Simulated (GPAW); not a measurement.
## Geometry or basis: what sets the conductance of a Pb chain with a Si atom on top of one atom

How well does a Pb chain with a Si atom on top of one atom conduct once its atoms have relaxed, and how much do cheaper levels lose?

Main program and level: GPAW 26.7.0; GPAW LCAO, PAW setups; relaxation of the junction within the symmetry of its start, lead ends held, in the first sound run; inputs show where later runs differ.

Report form: the programs' logs are mostly left out.

### Step 1. The structure

The cell holds 14 atoms: 13 Pb and 1 Si. Its edges and angles: a = 9.000 Å, b = 9.000 Å, c = 37.700 Å, α = 90.0°, β = 90.0°, γ = 90.0°. Regions: left lead, 6 atoms (6 Pb); channel, 2 atoms (1 Pb and 1 Si); right lead, 6 atoms (6 Pb). Vacuum lies along a and b. The structure is stacked along c, and the current runs across the ab planes.

### Step 2. Relaxing the atoms

Transmission follows bond lengths closely, so the atoms between the held lead ends are relaxed first, within whatever symmetry the start has.

Contents of run.py:

```python
import json
from ase import Atoms
from ase.constraints import FixAtoms
from ase.optimize import BFGS
from gpaw import GPAW, FermiDirac

device = Atoms(
    ['Pb', 'Pb', 'Pb', 'Pb', 'Pb', 'Pb', 'Pb', 'Si', 'Pb', 'Pb', 'Pb', 'Pb', 'Pb', 'Pb'],
    positions=[
        [4.50000, 4.50000, 1.45000],
        [4.50000, 4.50000, 4.35000],
        [4.50000, 4.50000, 7.25000],
        [4.50000, 4.50000, 10.15000],
        [4.50000, 4.50000, 13.05000],
        [4.50000, 4.50000, 15.95000],
        [4.50000, 4.50000, 18.85000],
        [6.91130, 4.50000, 18.85000],
        [4.50000, 4.50000, 21.75000],
        [4.50000, 4.50000, 24.65000],
        [4.50000, 4.50000, 27.55000],
        [4.50000, 4.50000, 30.45000],
        [4.50000, 4.50000, 33.35000],
        [4.50000, 4.50000, 36.25000]],
    cell=[[9.0, 0.0, 0.0], [0.0, 9.0, 0.0], [0.0, 0.0, 37.7]],
    pbc=True)

device.set_constraint(FixAtoms([0, 1, 2, 3, 4, 9, 10, 11, 12, 13]))
device.calc = GPAW(mode='lcao', basis='dzp', xc='PBE', h=0.18,
                   kpts={'size': (1, 1, 2), 'gamma': True},
                   symmetry={'tolerance': 1e-3, 'extra_ids': [1, 1, 1, 1, 1, 0, 0, 0, 0, 1, 1, 1, 1, 1]},
                   occupations=FermiDirac(0.1), maxiter=250,
                   mixer=dict(beta=0.1, nmaxold=8, weight=100.0),
                   convergence=dict(density=0.0001), txt='relax.txt')
path = []
opt = BFGS(device, maxstep=0.15)
opt.attach(lambda: path.append((device.get_potential_energy(), device.positions.tolist(), device.get_forces().tolist())))
relaxed = bool(opt.run(fmax=0.05, steps=50))
json.dump(dict(relaxed=relaxed, path=path, positions=device.positions.tolist(), moments=device.get_magnetic_moments().tolist(),
               forces=device.get_forces(apply_constraint=False).tolist()), open('result.json', 'w'))
```

The run is started by

```sh
$ OMP_NUM_THREADS=1 OPENBLAS_NUM_THREADS=1 python run.py
```

It took 17 min on 1 thread of Arm Neoverse V2, shared host; peak memory 1.7 GiB.

The steps of the relaxation (22 of 26):

```
step  energy less that of the first step (eV)  largest force (eV/Å)
   1                                   0.0000                2.3753
   2                                  -0.1140                1.6873
   3                                  -0.2370                0.6736
   5                                  -0.2777                0.5901
   6                                  -0.3062                0.8598
   7                                  -0.3836                1.2432
   8                                  -0.4672                1.4863
   9                                  -0.5436                1.6360
  11                                  -0.6375                1.7980
  12                                  -0.6657                1.8171
  13                                  -0.7159                1.8267
  14                                  -0.9144                1.7729
  15                                  -1.1652                1.5644
  16                                  -1.4474                1.5949
  18                                  -2.0117                0.5366
  19                                  -2.0289                0.3670
  20                                  -2.0401                0.1834
  21                                  -2.0410                0.1786
  22                                  -2.0332                0.4220
  24                                  -2.0465                0.1137
  25                                  -2.0413                0.1808
  26                                  -2.0488                0.0230
```

The atoms that moved most (Å):

```
atom      dx     dy      dz  length
 Pb7  -1.142  0.000   0.000   1.142
 Pb9   0.757  0.000  -0.427   0.869
 Pb6   0.757  0.000   0.427   0.869
 Si8  -0.663  0.000   0.000   0.663
```

Final coordinates:

```cif
data_structure
_symmetry_space_group_name_H-M 'P 1'
_symmetry_Int_Tables_number 1
_cell_length_a 9.0000
_cell_length_b 9.0000
_cell_length_c 37.7000
_cell_angle_alpha 90.000
_cell_angle_beta 90.000
_cell_angle_gamma 90.000
_cell_volume 3053.70
loop_
_atom_site_label
_atom_site_type_symbol
_atom_site_fract_x
_atom_site_fract_y
_atom_site_fract_z
_atom_site_occupancy
Pb1 Pb 0.50000 0.50000 0.03846 1
Pb2 Pb 0.50000 0.50000 0.11538 1
Pb3 Pb 0.50000 0.50000 0.19231 1
Pb4 Pb 0.50000 0.50000 0.26923 1
Pb5 Pb 0.50000 0.50000 0.34615 1
Pb6 Pb 0.58409 0.50000 0.43440 1
Pb7 Pb 0.37306 0.50000 0.50000 1
Si8 Si 0.69427 0.50000 0.50000 1
Pb9 Pb 0.58409 0.50000 0.56560 1
Pb10 Pb 0.50000 0.50000 0.65385 1
Pb11 Pb 0.50000 0.50000 0.73077 1
Pb12 Pb 0.50000 0.50000 0.80769 1
Pb13 Pb 0.50000 0.50000 0.88462 1
Pb14 Pb 0.50000 0.50000 0.96154 1
```

The relaxation lowered the energy of the cell by 2.05 eV (energies extrapolated to zero smearing; the optimiser's log prints free energies). The largest force left on a free atom is 0.023 eV/Å.

### Step 3. Double-zeta polarised basis

The script solves lead and junction separately, takes H and S in the orbital basis, and joins semi-infinite leads through their self-energies; the dzp basis is the working standard.

This step: GPAW LCAO, PAW setups; Landauer transmission from Green's functions with principal layers (ASE), zero bias (GPAW 26.7.0).

Contents of run.py:

```python
import json
import numpy as np
from ase import Atoms
from ase.transport.calculators import TransportCalculator
from gpaw import GPAW, FermiDirac
from gpaw.lcao.tools import get_lcao_hamiltonian
from scipy.linalg import eigh

# The junction with lead layers at both ends, along the third cell vector
device = Atoms(
    ['Pb', 'Pb', 'Pb', 'Pb', 'Pb', 'Pb', 'Pb', 'Si', 'Pb', 'Pb', 'Pb', 'Pb', 'Pb', 'Pb'],
    positions=[
        [4.50000, 4.50000, 1.45000],
        [4.50000, 4.50000, 4.35000],
        [4.50000, 4.50000, 7.25000],
        [4.50000, 4.50000, 10.15000],
        [4.50000, 4.50000, 13.05000],
        [5.25682, 4.50000, 16.37677],
        [3.35752, 4.50000, 18.85000],
        [6.24843, 4.50000, 18.85000],
        [5.25682, 4.50000, 21.32323],
        [4.50000, 4.50000, 24.65000],
        [4.50000, 4.50000, 27.55000],
        [4.50000, 4.50000, 30.45000],
        [4.50000, 4.50000, 33.35000],
        [4.50000, 4.50000, 36.25000]],
    cell=[[9.0, 0.0, 0.0], [0.0, 9.0, 0.0], [0.0, 0.0, 37.7]],
    pbc=True)

# One principal layer of the lead: the first 3 atoms of the device
lead = Atoms(
    ['Pb', 'Pb', 'Pb'],
    positions=[
        [4.50000, 4.50000, 1.45000],
        [4.50000, 4.50000, 4.35000],
        [4.50000, 4.50000, 7.25000]],
    cell=[[9.0, 0.0, 0.0], [0.0, 9.0, 0.0], [0.0, 0.0, 8.7]],
    pbc=True)

settings = dict(mode='lcao', basis='dzp', xc='PBE', h=0.2,
                occupations=FermiDirac(0.1), maxiter=250,
                mixer=dict(beta=0.1, nmaxold=8, weight=100.0),
                convergence=dict(density=0.0001))
energies = np.arange(-2, 2 + 1e-9, 0.025)
eta = 0.0001
n1, n2 = 1, 1
# k and -k transmit alike, so half of the mesh across the current serves
mesh = [(i, j) for i in range(n1) for j in range(n2) if (i, j) <= (-i % n1, -j % n2)]
weights = np.array([1 if (i, j) == (-i % n1, -j % n2) else 2 for i, j in mesh]) / (n1 * n2)


def ground_state(atoms, size, txt):
    atoms.calc = GPAW(kpts={'size': size, 'gamma': True}, symmetry={'tolerance': 1e-3}, txt=txt, **settings)
    atoms.get_potential_energy()
    return atoms.calc.get_fermi_level()


def blocks(atoms, fermi, points, nz, cells):
    """H - E_F S and S between cell 0 and the cells above it, at each point across the current."""
    kz = np.arange(nz) / nz
    calc = atoms.calc.fixed_density(kpts=[(*k, z) for k in points for z in kz], symmetry='off', txt=None)
    H, S = get_lcao_hamiltonian(calc)
    H = (H - fermi * S).reshape(len(H), len(points), nz, *S.shape[1:])
    S = S.reshape(H.shape[1:])
    phases = [np.exp(-2j * np.pi * kz * R) / nz for R in cells]
    return [(np.einsum('skzij,z->ksij', H, p), np.einsum('kzij,z->kij', S, p)) for p in phases]


def pair(a, b):
    return np.block([[a, b], [b.T.conj(), a]])


def count_channels(h, s, cells, nk=240):
    """Half the number of times that the lead's bands cross each energy, unfolded to its shortest repeat."""
    b = len(h) // cells
    bands = []
    for k in (np.arange(nk + 1) + 0.5) / nk:
        hk, sk = h[:b, :b].copy(), s[:b, :b].copy()
        for R in range(1, cells):
            phase, block = np.exp(2j * np.pi * k * R), slice(R * b, (R + 1) * b)
            hk += h[:b, block] * phase + (h[:b, block] * phase).T.conj()
            sk += s[:b, block] * phase + (s[:b, block] * phase).T.conj()
        w, u = eigh(sk)
        x = u[:, w > 1e-5] / w[w > 1e-5]**0.5  # drop near-dependent combinations
        bands.append(np.r_[eigh(x.T.conj() @ hk @ x, eigvals_only=True), [1e9] * (w <= 1e-5).sum()])
    below = np.array(bands)[:, :, None] < energies
    return (below[1:] != below[:-1]).sum((0, 1)) / 2


fermi_lead = ground_state(lead, (1, 1, 13), 'lead.txt')
fermi_device = ground_state(device, (1, 1, 2), 'device.txt')
T, channels, eigen, tail, misfit, shifts = [], [], [], 0.0, 0.0, []
for first in range(0, len(mesh), 566):
    points = [(i / n1, j / n2) for i, j in mesh[first:first + 566]]
    (H0k, S0k), (H1k, S1k), (H2k, _) = blocks(lead, fermi_lead, points, 5, range(3))
    [(Hk, Sk)] = blocks(device, fermi_device, points, 2, [0])
    tail = max(tail, abs(H2k).max())
    for H0, S0, H1, S1, H, S in zip(H0k, S0k, H1k, S1k, Hk, Sk):
        n = len(S0)
        # Shift the lead onto the potential of the device's first layer
        shift = ((H[:, 0, 0] - H0[:, 0, 0]) / S0[0, 0]).real.mean()
        shifts.append(shift)
        misfit = max(misfit, abs(H[:, :n, :n] - H0 - shift * S0).max())
        Tk, Ck, Ek = [], [], []
        for s in range(len(H)):
            t = s % len(H0)  # a lead without moments serves both spins
            h1, s1 = pair(H0[t] + shift * S0, H1[t] + shift * S1), pair(S0, S1)
            leads = dict(h1=h1, s1=s1, energies=energies, eta=eta, eta1=eta, eta2=eta)
            calc = TransportCalculator(h=H[s], s=S, eigenchannels=3, **leads)
            Tk.append(calc.get_transmission())
            Ek.append(np.sort(calc.eigenchannels_ne, axis=0)[::-1])
            Ck.append(count_channels(h1, s1, 6))
        T.append(Tk)
        channels.append(Ck)
        eigen.append(Ek)
T, channels = np.array(T), np.array(channels)
mean, open_channels = np.einsum('kse,k->se', T, weights), np.einsum('kse,k->se', channels, weights)

print(f'basis functions: device {len(S)}, principal layer {n}')
print(f'Fermi level: lead {fermi_lead:.4f} eV, device {fermi_device:.4f} eV; lead shifted by {np.mean(shifts):.4f} eV')
print(f'largest coupling past the next layer {tail:.2e} eV, largest misfit of the first layer {misfit:.3f} eV')
print('  E-E_F (eV)   ' + 'T (one spin)  channels')
for e, t, c in zip(energies, mean.T, open_channels.T):
    print(f'{e:10.3f}  ', *[f'{x:11.4e}' for x in t], *[f'{x:9.4f}' for x in c])

kT = 8.617333e-5 * 300
fine = np.linspace(energies[0], energies[-1], 4001)
both = np.exp(np.interp(fine, energies, np.log(np.maximum(mean.sum(0) * 2 / len(mean), 1e-30))))
fermi = lambda mu: 1 / (1 + np.exp(np.clip((fine - mu) / kT, -200, 200)))
slope = fermi(0) * (1 - fermi(0)) / kT
G = np.trapezoid(both * slope, fine) / 2
seebeck = -np.trapezoid(both * slope * fine, fine) / (2 * G * 300) * 1e6
print(f'conductance at 300 K: {G:.5g} G0 a cell; thermopower {seebeck:.4g} uV/K')
bias = [0.1, 0.2, 0.5, 1.0, 1.5, 2.0]
current = [38.74 * np.trapezoid(both * (fermi(V / 2) - fermi(-V / 2)), fine) for V in bias]
for V, I in zip(bias, current):
    print(f'current from the zero-bias T(E) at {V} V: {I:.5g} uA')
zero = abs(energies).argmin()
json.dump(dict(energies=energies.tolist(), T=mean.tolist(), channels=open_channels.tolist(), G=G, seebeck=seebeck,
               bias=bias, current=current, tail=tail, misfit=misfit, shift=np.mean(shifts), n_device=len(S), n_lead=n,
               fermi=[fermi_lead, fermi_device], energy=device.get_potential_energy(),
               moments=device.get_magnetic_moments().tolist(), mesh=mesh, weights=weights.tolist(),
               T_k=T[:, :, zero].tolist(), eigen=np.array(eigen[0]).tolist()), open('result.json', 'w'))
```

Wall time 60 s (1 thread); peak memory 1.2 GiB.

Numbers from this step:

* conductance: 0.9893 G₀
* thermopower: -6.358 μV/K
* largest coupling past the next principal layer: 2.76e-8 eV
* largest misfit of the first principal layer: 0.05190 eV
* shift that aligns the lead: 0.01477 eV
* basis functions of the junction: 312
* basis functions of a principal layer: 69
* transmission at the Fermi level (one spin): 0.9876

One spin. Transmission, zone mean against energy, zero at the Fermi level:

```
energy (eV)  transmission, zone mean
     -2.000                    0.827
     -1.900                    0.914
     -1.800                    0.968
     -1.700                    0.993
     -1.625                    0.999
     -1.600                    0.999
     -1.500                    0.993
     -1.400                    0.986
     -1.300                    0.990
     -1.200                    0.985
     -1.100                   0.0919
     -1.000                    0.200
     -0.950                    0.967
     -0.900                    0.506
     -0.800                    0.494
     -0.700                    0.481
     -0.600                    0.515
     -0.500                    0.550
     -0.400                    0.609
     -0.300                    0.696
     -0.200                    0.795
     -0.100                    0.942
      0.000                    0.988
      0.100                     1.08
      0.200                     1.20
      0.300                     1.36
      0.400                     1.53
      0.500                     1.60
      0.600                     1.48
      0.700                     1.30
      0.800                     1.16
      0.900                     1.11
      1.000                     1.12
      1.100                     1.19
      1.200                     1.33
      1.250                     1.52
      1.300                     1.38
      1.400                     1.58
      1.475                     1.64
      1.500                     1.62
      1.600                     1.52
      1.700                     1.41
      1.800                     1.35
      1.900                     1.37
      2.000                     1.46
```

Not self-consistent under bias; the bias window is split evenly. Current through one cell, from the zero-bias transmission against bias:

```
bias (V)  current through one cell, from the zero-bias transmission (μA)
   0.100                                                            7.67
   0.200                                                            15.4
   0.500                                                            38.5
   1.000                                                            79.2
   1.500                                                             117
   2.000                                                             148
```

Transmission of the three most open eigenchannels against energy, zero at the Fermi level:

```
energy (eV)  channel 1  channel 2  channel 3
     -2.000      0.827          0          0
     -1.800      0.968          0          0
     -1.600      0.999          0          0
     -1.400      0.986          0          0
     -1.200      0.985          0          0
     -1.000      0.200          0          0
     -0.800      0.494    1.4e-12          0
     -0.600      0.478     0.0217     0.0157
     -0.400      0.483     0.0768     0.0491
     -0.200      0.501      0.213     0.0813
      0.000      0.515      0.377     0.0951
      0.200      0.589      0.515     0.0928
      0.400      0.927      0.511     0.0909
      0.600      0.871      0.515     0.0986
      0.800      0.531      0.503      0.124
      1.000      0.603      0.338      0.175
      1.200      0.765      0.315      0.252
      1.400      0.990      0.321      0.266
      1.600      0.821      0.366      0.338
      1.800      0.479      0.475      0.397
      2.000      0.764      0.422      0.277
```

Couplings past the next layer reach 2.8e-8 eV, small enough to drop; the matrix elements of the cell's first layer differ from the bulk lead's by up to 0.052 eV. That layer keeps its own values in the calculation, and only beyond it is the lead taken as perfect. The Fermi levels of lead and junction count from different zeros of potential, one for each periodic cell; with both set to zero, the small remaining shift is what aligns them. Without spin-orbit coupling, which is large for these atoms, channel counts and T are those of the scalar-relativistic bands. By hand: G = 0.9893 × 77.48 μS = 76.6 μS, a resistance of 13.0 kΩ; at 0.1 V a linear junction would pass 7.66 μA, and the integral over the bias window gives 7.67 μA. Mott's formula, S = -(π²/3)(k_B²T/e) d ln T/dE, has the prefactor 7.33 μV/K·eV at 300 K; T = 0.9665 at -0.025 eV and 1.009 at 0.025 eV give a slope of 0.866 per eV and S = -6.35 μV/K, beside -6.36 μV/K from the thermal integral, which interpolates the same grid.

(Continued in part 2 of 3.)

[Logs are printed without paths, hosts, clocks, repeated set-up lines and the standing remarks that a program may print on its own settings, such as how far it seeks lower states.]

[Hosts, paths, dates, database ids (printed as entryN), source tags and the programs' standing remarks are cut or masked in the printed files.]
